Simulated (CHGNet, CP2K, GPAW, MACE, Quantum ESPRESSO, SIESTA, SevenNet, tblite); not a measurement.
# Random packing of 71Si3N4-29SiO2 (mol %) (99 atoms) in tblite

Aim: run random packing of 71Si3N4-29SiO2 (mol %) (99 atoms) in tblite and see how near its forces come to a plane-wave reference, and at what cost.

Method: the method is named at each step, in tblite 0.8.0.

## Step 1: The structure

The cell holds 99 atoms: 41 Si, 48 N and 10 O. Its edges and angles: a = 10.833 Å, b = 10.833 Å, c = 10.833 Å, α = 90.0°, β = 90.0°, γ = 90.0°. 99 atoms (41 Si, 48 N, 10 O) packed at random in a cube at 2.59 g/cm³ and pushed apart as soft spheres, cations and anions kept from their own kind; a start for melting by ab initio MD, not an equilibrated structure. Then every atom was moved at random, 0.05 Å r.m.s. a Cartesian component.

The yardstick, on the same geometry:

| Property | Result |
| --- | --- |
| method | Kohn-Sham DFT, PBE, SSSP efficiency 1.3.0 pseudopotentials, plane waves (Quantum ESPRESSO 7.5); sssp-pbe-1.3.0-efficiency, cutoffs 60/480 Ry, Γ point |
| r.m.s. force component | 1.486 eV/Å |
| longest force | 4.95 eV/Å |
| pressure | -16.33 GPa |
| time | 20 min on 2 MPI ranks of Arm Neoverse V1, shared host |
| CPU time | 39 min |

## Step 2: GFN1-xTB

Method: GFN1-xTB tight binding, diagonalisation.

Contents of run.py:

```python
import numpy as np
from ase.io import read
from tblite.ase import TBLite

atoms = read("structure.xyz")
atoms.calc = TBLite(method="GFN1-xTB", electronic_temperature=580, accuracy=1.0, max_iterations=250, mixer_damping=0.4, verbosity=1)
energy = atoms.get_potential_energy()
forces = atoms.get_forces()
print(f"energy {energy:.6f} eV")
print("forces (eV/A)")
for i, (a, f) in enumerate(zip(atoms, forces)):
    print(f"{i:4d} {a.symbol:2s} {f[0]:10.5f} {f[1]:10.5f} {f[2]:10.5f}")
stress = -atoms.get_stress(voigt=False) * 160.21766
print("stress (GPa, compression positive)")
for row in stress:
    print(" ".join(f"{x:10.4f}" for x in row))
print("charges (e)")
print(np.array2string(atoms.get_charges(), precision=4, suppress_small=True, max_line_width=110, threshold=100000))
```

Contents of structure.xyz:

```xyz
99
Lattice="10.83330 0.00000 0.00000 0.00000 10.83330 0.00000 0.00000 0.00000 10.83330" Properties=species:S:1:pos:R:3 pbc="T T T"
Si 10.82084 10.55001 2.20707
Si 1.35492 4.02305 4.65821
Si 8.33222 2.17533 9.99069
Si 2.32591 4.15630 0.30994
Si 2.19580 1.23283 10.80416
Si 4.38694 5.08038 1.51341
Si 1.07445 10.26997 6.41830
Si 0.87555 5.98323 6.56942
Si 8.26061 4.62311 0.09902
Si 7.33718 0.82788 2.57508
Si 8.88233 4.49918 5.00748
Si 3.36287 2.49903 3.77584
Si 4.12131 2.32006 1.29740
Si 0.05579 5.55727 8.94235
Si 4.75560 3.69264 7.02258
Si 2.12994 2.82283 7.59252
Si 3.50728 8.70954 1.71567
Si 5.23053 10.04604 7.23849
Si 9.17158 7.17890 4.40027
Si 7.68189 8.94809 1.56476
Si 1.46856 9.95179 9.09932
Si 1.29176 6.31051 2.70497
Si 4.74336 5.42542 9.28295
Si 4.65431 7.38723 7.59187
Si 1.72509 8.22042 4.60350
Si 6.31538 2.40077 5.31601
Si 10.51686 2.23025 2.93626
Si 5.91455 3.37945 2.91752
Si 9.14634 5.07334 2.44345
Si 6.53367 9.95374 9.63221
Si 4.26193 9.54555 4.18122
Si 9.52312 8.23407 9.05036
Si 8.68126 1.23359 5.41178
Si 10.27549 2.66618 7.09559
Si 0.13477 6.83278 0.38415
Si 4.84877 5.04323 4.76091
Si 5.19933 7.93431 10.70601
Si 10.57525 2.90787 0.33182
Si 8.40285 0.45912 7.77571
Si 7.46436 5.40441 7.26124
Si 7.46588 9.12576 5.97554
N 10.66018 10.68889 9.48737
N 1.02613 6.96809 8.78245
N 9.83079 7.88708 2.83486
N 6.12677 6.46445 8.50522
N 1.83397 6.04736 0.50516
N 7.40976 10.05677 3.77551
N 8.42592 10.11516 9.78496
N 6.60669 6.14443 2.84320
N 5.17691 9.81345 1.45015
N 0.44449 7.44215 5.75996
N 2.16915 4.35889 3.05997
N 2.12896 4.96338 8.10298
N 2.43988 10.04399 5.17572
N 9.31111 1.13468 3.67097
N 4.59202 6.57635 3.74962
[... 39 atom lines left out ...]
O 5.61501 8.59254 3.44705
O 6.56021 4.88300 5.45955
O 0.33562 8.65700 10.63808
O 2.58537 1.71004 2.35018
```

Started as:

```console
$ OMP_NUM_THREADS=1 python run.py > output.txt
```

The log of the run:

```text
------------------------------------------------------------
  cycle        total energy    energy error   density error
------------------------------------------------------------
      1     -232.7889535512  -2.3283373E+02   1.0628349E+00
      2     -85.50975791980   1.4727920E+02   1.7588044E+00
      3     -57.83451239385   2.7675246E+01   1.1342529E+00
      4     -240.0565551999  -1.8222204E+02   6.4848478E-01
      5     -230.6895600339   9.3669952E+00   7.0848290E-01
      6     -227.4229099447   3.2666501E+00   6.7420076E-01
      7     -250.3659099364  -2.2943000E+01   4.8474824E-01
      8     -260.4636501555  -1.0097740E+01   3.6113746E-01
      9     -261.4872530160  -1.0236029E+00   3.4229340E-01
     10     -270.0120470803  -8.5247941E+00   2.1212668E-01
     11     -271.8984199181  -1.8863728E+00   1.1711495E-01
     12     -270.9919477364   9.0647218E-01   1.6415242E-01
     13     -271.4359482873  -4.4400055E-01   1.2747428E-01
     14     -270.7999360556   6.3601223E-01   1.5138945E-01
     15     -272.1325151014  -1.3325790E+00   9.6603201E-02
     16     -272.5271426052  -3.9462750E-01   7.8357282E-02
     17     -272.9254920229  -3.9834942E-01   4.1060428E-02
     18     -272.9597896196  -3.4297597E-02   3.3499550E-02
     19     -272.9568301166   2.9595030E-03   3.6035254E-02
     20     -272.9932326223  -3.6402506E-02   2.8610317E-02
     21     -273.0299886176  -3.6755995E-02   1.7102832E-02
     22     -273.0356061778  -5.6175603E-03   1.6617258E-02
     23     -273.0452710528  -9.6648750E-03   8.9904785E-03
     24     -273.0454796362  -2.0858340E-04   8.8054281E-03
[...]
32     -273.0517047480  -1.7023764E-06   4.0406354E-04
     33     -273.0517154061  -1.0658084E-05   1.7317157E-04
     34     -273.0517169061  -1.4999545E-06   1.1907209E-04
     35     -273.0517174751  -5.6902303E-07   7.5252574E-05
     36     -273.0517177448  -2.6965000E-07   3.7677582E-05
     37     -273.0517177515  -6.7045107E-09   3.5760093E-05
     38     -273.0517178190  -6.7536689E-08   2.0871556E-05
     39     -273.0517178262  -7.2039938E-09   1.6763939E-05
------------------------------------------------------------
 total:                                   6.749 sec
energy -7430.115698 eV
forces (eV/A)
   0 Si   -0.05133   -1.67381    1.20684
   1 Si   -0.49905    0.08622   -1.46481
   2 Si    0.34105    2.04710   -1.37570
   3 Si    0.92487    3.03763    0.87190
   4 Si    2.22199   -2.37327   -1.30134
   5 Si    1.33302    0.60295    0.44405
   6 Si    1.23389    0.42408   -1.83558
   7 Si   -0.12389   -0.80672    1.64999
   8 Si   -0.77421    2.35596   -0.33809
   9 Si    0.82937   -0.62764    0.77848
  10 Si   -1.42036    0.29041   -0.42772
  11 Si   -1.42251   -2.93310    0.69437
  12 Si   -0.71622   -0.90576   -1.79543
  13 Si   -0.98572   -1.52657   -0.38019
  14 Si   -1.41430    0.04351    2.49152
  15 Si    1.36843    0.80030    2.20728
  16 Si   -0.73090    4.25542   -0.90273
  17 Si   -1.49639    3.96154    0.02119
  18 Si   -1.31553   -0.05880   -2.09499
  19 Si    2.74947   -0.74318    0.26509
  20 Si    1.34279   -0.75789    0.97622
  21 Si    0.20802   -0.33258   -2.14934
  22 Si    1.79776   -1.16702   -1.37132
  23 Si   -0.31339   -0.73745    0.53077
[...]
91 O     2.61254   -1.54331   -0.07427
  92 O    -1.28188    2.18920   -0.66415
  93 O     0.63115   -0.10505   -2.22208
  94 O     1.32619   -1.88912    1.66310
  95 O    -3.45984    3.25208    2.79878
  96 O    -2.43039    0.62340    2.23135
  97 O    -2.09710   -4.50530    0.28170
  98 O     1.98912    2.20022   -0.65894
stress (GPa, compression positive)
  -20.8316     1.1357     0.6758
    1.1357   -17.4023    -1.4068
    0.6758    -1.4068   -17.5936
charges (e)
[ 0.1933  0.2504  0.0598  0.253   0.3435  0.3084  0.2435  0.2845  0.1561  0.2701  0.3952  0.3297  0.2846
  0.2852  0.2783  0.2696  0.2728  0.2774  0.1859  0.3001  0.3397  0.2337  0.338   0.3304  0.2756  0.3494
  0.2726  0.2984  0.3178  0.31    0.3204  0.3661  0.1801  0.208   0.3211  0.2835  0.4299  0.2466  0.125
  0.2952  0.2897 -0.1575 -0.129  -0.1792 -0.1496 -0.2381 -0.1763 -0.149  -0.1032 -0.129  -0.1285 -0.2829
 -0.1861 -0.1153 -0.136  -0.1641 -0.1655 -0.1841 -0.146  -0.082  -0.1762 -0.1674 -0.1681 -0.1601 -0.2391
 -0.1769 -0.1728 -0.1377 -0.2052 -0.2233 -0.2709 -0.1799 -0.1862 -0.1661 -0.16   -0.212  -0.0745 -0.1359
 -0.2045 -0.151  -0.1808 -0.2176 -0.2048 -0.2208 -0.1576 -0.2188 -0.1477 -0.1365 -0.198  -0.2346 -0.2711
 -0.346  -0.2489 -0.3303 -0.2763 -0.3611 -0.3502 -0.3424 -0.3595]
```

Wall time 7.3 s (1 thread of Arm Neoverse V1, shared host); peak memory 0.15 GiB.

Banners, paths, timers and routine set-up lines are dropped from the logs unmarked, and long logs keep their key lines alone; longer cuts are marked.

Numbers from this run, and their distance from the reference:

```yaml
r_m_s_force_component: 1.563 eV/Å
r_m_s_difference_of_force_components: 591.6 meV/Å
longest_difference_of_force_vectors: 2728 meV/Å
force_difference_over_r_m_s_force: 39.82 %
slope_of_forces_against_the_reference_s: 0.9739
correlation_of_force_components: 0.9259
pressure: -18.61 GPa
pressure_difference: -2.276 GPa
```

Length of the force difference by element (eV/Å):

| element | atoms | mean | most |
| --- | --- | --- | --- |
| N | 48 | 0.80 | 1.7 |
| O | 10 | 1.1 | 2.7 |
| Si | 41 | 1.0 | 2.1 |

The surroundings of N79, picked at random, nearest first, numbered as they follow in the input and with coordinates relative to it.

| atom | x | y | z | distance (Å) | bonds | Mulliken charge (e) | Fx | Fy | Fz (eV/Å) |
| --- | --- | --- | --- | --- | --- | --- | --- | --- | --- |
| N79 | 0.00 | 0.00 | 0.00 | 0.00 | 1 | -0.20 | 0.66 | -1.77 | -0.11 |
| Si12 | -0.60 | 1.58 | -0.51 | 1.77 | 3 | 0.33 | -1.42 | -2.93 | 0.69 |
| Si31 | 0.29 | -2.21 | -0.11 | 2.23 | 2 | 0.32 | 1.57 | 1.32 | -1.45 |
| N85 | 2.01 | 0.90 | -0.71 | 2.31 | 3 | -0.16 | 3.12 | -1.59 | 0.86 |
| N54 | -1.53 | -1.71 | 0.89 | 2.46 | 3 | -0.12 | -0.83 | -3.20 | -0.87 |
| O99 | -1.38 | 0.79 | -1.94 | 2.51 | 2 | -0.36 | 1.99 | 2.20 | -0.66 |
| N63 | 0.47 | 2.33 | 0.92 | 2.55 | 4 | -0.17 | 1.20 | -0.65 | -0.37 |
| N58 | -0.22 | -0.65 | 2.78 | 2.86 | 1 | -0.18 | 2.74 | -2.50 | 0.46 |
| Si26 | 2.35 | 1.48 | 1.03 | 2.96 | 3 | 0.35 | 0.02 | -0.46 | 1.49 |

Atoms are counted from 1 here, from 0 in the log.

Forces lie 40 % from the reference's, at 0.0031 times its CPU time (on 1 against 2 cores).

## Step 3: GFN2-xTB

Method: GFN2-xTB tight binding, diagonalisation.

Changes to run.py since step 2:

```diff
@@ -5,3 +5,3 @@
 atoms = read("structure.xyz")
-atoms.calc = TBLite(method="GFN1-xTB", electronic_temperature=580, accuracy=1.0, max_iterations=250, mixer_damping=0.4, verbosity=1)
+atoms.calc = TBLite(method="GFN2-xTB", electronic_temperature=580, accuracy=1.0, max_iterations=250, mixer_damping=0.4, verbosity=1)
 energy = atoms.get_potential_energy()
```

structure.xyz is that of step 2.

The log of the run:

```text
------------------------------------------------------------
  cycle        total energy    energy error   density error
------------------------------------------------------------
      1     -202.3696775706  -2.0301741E+02   5.6040532E-01
      2      174.6637711617   3.7703345E+02   1.0814670E+00
      3      307.7614299749   1.3309766E+02   1.0077450E+00
[... lines left out ...]
  97 O    -2.06560   -5.13350    0.13252
  98 O     3.81865    3.46943    0.03795
stress (GPa, compression positive)
  -25.0282     1.0151     1.2729
    1.0151   -22.2301    -0.0604
    1.2729    -0.0604   -18.8032
charges (e)
[ 0.4437  0.4844  0.4279  0.4055  0.4919  0.4332  0.4819  0.5388  0.4168  0.5066  0.6136  0.515   0.4276
  0.5266  0.5073  0.4721  0.4699  0.4359  0.4262  0.4954  0.5505  0.4277  0.5045  0.4806  0.4621  0.5657
  0.4782  0.51    0.4801  0.49    0.486   0.549   0.4188  0.4356  0.4686  0.5049  0.5717  0.4333  0.3752
  0.5322  0.4451 -0.2417 -0.3067 -0.3095 -0.277  -0.361  -0.3308 -0.2294 -0.2235 -0.3323 -0.2902 -0.496
 -0.3087 -0.2036 -0.3465 -0.3237 -0.2813 -0.2532 -0.3194 -0.2486 -0.2378 -0.3145 -0.4464 -0.2578 -0.4505
 -0.4499 -0.2976 -0.1668 -0.5349 -0.4418 -0.5432 -0.3418 -0.2962 -0.2687 -0.2463 -0.401  -0.1723 -0.1634
 -0.2846 -0.2453 -0.4127 -0.3419 -0.2832 -0.3685 -0.4736 -0.3946 -0.2344 -0.2856 -0.4109 -0.3847 -0.4175
 -0.4693 -0.3566 -0.5206 -0.4312 -0.282  -0.5676 -0.3348 -0.4767]
```

It took 16 s on 1 thread; peak memory 0.16 GiB.

Numbers from this run, and their distance from the reference:

| Property | Result |
| --- | --- |
| r.m.s. force component | 2.104 eV/Å |
| r.m.s. difference of force components | 1081 meV/Å |
| longest difference of force vectors | 4309 meV/Å |
| force difference over r.m.s. force | 72.77 % |
| slope of forces against the reference's | 1.238 |
| correlation of force components | 0.8742 |
| pressure | -22.02 GPa |
| pressure difference | -5.688 GPa |

Against the first run (40 %), the force difference from the reference is 73 %, at 2.2 times the CPU time (88 SCF steps against 39).

## Step 4: Side by side

Differences are against the plane-wave reference, forces as r.m.s. over components; share is that over the reference's r.m.s. force, slope the least-squares factor from reference forces to these. Total energies of different programs have different zeros and aren't compared.

| run | Δ force, r.m.s. (meV/Å) | share (%) | slope | Δ pressure (GPa) | cores | CPU time | memory (GiB) |
| --- | --- | --- | --- | --- | --- | --- | --- |
| reference | - | - | - | - | 2 | 39 min | 4.6 |
| tblite GFN1-xTB | 592 | 39.8 | 0.974 | -2.28 | 1 | 7.3 s | 0.15 |
| tblite GFN2-xTB | 1081 | 72.8 | 1.238 | -5.69 | 1 | 16 s | 0.16 |

CPU time is summed over cores on a shared host, where runs went side by side, so it is rough. Symmetry, cutoffs, thresholds, outputs and thread counts weren't matched or tuned between programs; memory under MPI is the largest rank's times the ranks.

## Step 5: Outcome

```json
{
  "nearest in forces": "tblite GFN1-xTB, 40 %",
  "its CPU time": "7.3 s"
}
```

Tight binding differs by 40 % (tblite GFN1-xTB) to 73 % (tblite GFN2-xTB); it is another model, with fitted parameters of its own, and the xTB methods hold dispersion. tblite GFN2-xTB needed 88 SCF steps, so its time overstates the method's usual cost. Of the electronic-structure runs that take under half the reference's CPU time, tblite GFN1-xTB comes nearest, at 40 % in 7.3 s against 39 min; its pressure misses by -2.3 GPa. Periodic xTB results under one method name differ between programs and library versions. The reference's pressure holds the uncorrected Pulay stress of its 60 Ry basis, so small pressure differences, and their order, may be the reference's own error. The reference's stress is far from hydrostatic: its diagonal is -18.5, -15.3, -15.2 GPa, compression counted positive. The reference's pressure of -16 GPa belongs to a cell and atoms that aren't relaxed at this level. The electronic-structure runs sample only Γ, in a cell whose shortest periodic width is 11 Å, which is coarse for a cell with partly filled levels.

[Also dropped from logs without a mark: logging warnings of Python, and SIESTA's first energy breakdown and zero terms.]

[Logs are printed without paths, hosts, clocks, repeated set-up lines and the standing remarks that a program may print on its own settings, such as how far it seeks lower states.]

[Hosts, paths, dates, database ids (printed as entryN), source tags and the programs' standing remarks are cut or masked in the printed files.]
